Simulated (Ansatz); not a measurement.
SiO2 (P3_121): refractive index against wavelength

The refractive index of SiO2 (P3_121) along x below the direct gap (6.31 eV on the mesh) is read from one computed spectrum, n = √(Re ε). x, y and z are the Cartesian axes of the input cell.

Symmetry: P3_121, No. 152, trigonal system. Conventional cell: a = 4.916 Å, b = 4.916 Å, c = 5.409 Å, α = 90.00°, β = 90.00°, γ = 120.00°. Si on site a has 4 O at 1.61 Å as nearest neighbours. Around O on site c lie 2 Si at 1.61 Å.

Method: Ansatz 0.2.0, PBE, independent particles, k-mesh 6×6×4 with interpolation inside its cells, Gaussian parameter 0.1 eV.

Launch of the response step: `ansatz run input.yaml --threads 4 --pin off --max-ram 8192MiB --backend cpu --events-out ev --progress --plain --runs-dir out`. The run took 27 s, on 4 threads of Intel(R) Xeon(R) Platinum 8375C CPU @ 2.90GHz (Ice Lake) (shared host).

```tsv
wavelength (nm)	photon energy E (eV)	n
700	1.771	1.6096
633	1.959	1.6117
532	2.331	1.6168
450	2.755	1.6239
405	3.061	1.6299
365	3.397	1.6374
308	4.025	?
```

In the single-oscillator model n² − 1 = E₀E_d/(E₀² − E²), so 1/(n² − 1) = E₀/E_d − E²/(E₀E_d) is linear in E².

Working, on the rows shown:

| x = E² (eV²) | y = 1/(n² − 1) |
| --- | --- |
| 3.13716 | 0.62861 |
| 3.83641 | 0.625948 |
| 5.43137 | 0.619562 |
| 7.59115 | 0.610854 |
| 9.37179 | 0.603655 |
| 11.5384 | 0.594856 |

Means: x̄ = 6.8177, ȳ = 0.61391. Σ(x − x̄)(y − ȳ) = -0.2163, Σ(x − x̄)² = 53.76. Slope = -0.2163 / 53.76 = -0.004024; intercept = ȳ − slope · x̄ = 0.64135. Turned back into n, the line misses the rows shown by at most 9.0e-05.

Fill in the last column of the withheld row.

At x = 16.204 the line gives y = 0.57614, that is 1.6540. The run gave 1.6547, so the extrapolation is off by 0.00071, 1.6 % of the range in the table.

Refitted with all rows, the slope is -0.004072 and the intercept 0.64163. These give E₀ = √(intercept/−slope) = 12.55 eV and E_d = E₀/intercept = 19.6 eV; E₀ is 2.0 times the direct gap. The electronic limit at long wavelengths, without lattice vibrations, is n = √(1 + 1/intercept) = 1.600. Excitons are left out and so are local fields; PBE gaps are as a rule too small.

[Logs are printed without paths, hosts, clocks, repeated set-up lines and the standing remarks that a program may print on its own settings, such as how far it seeks lower states.]
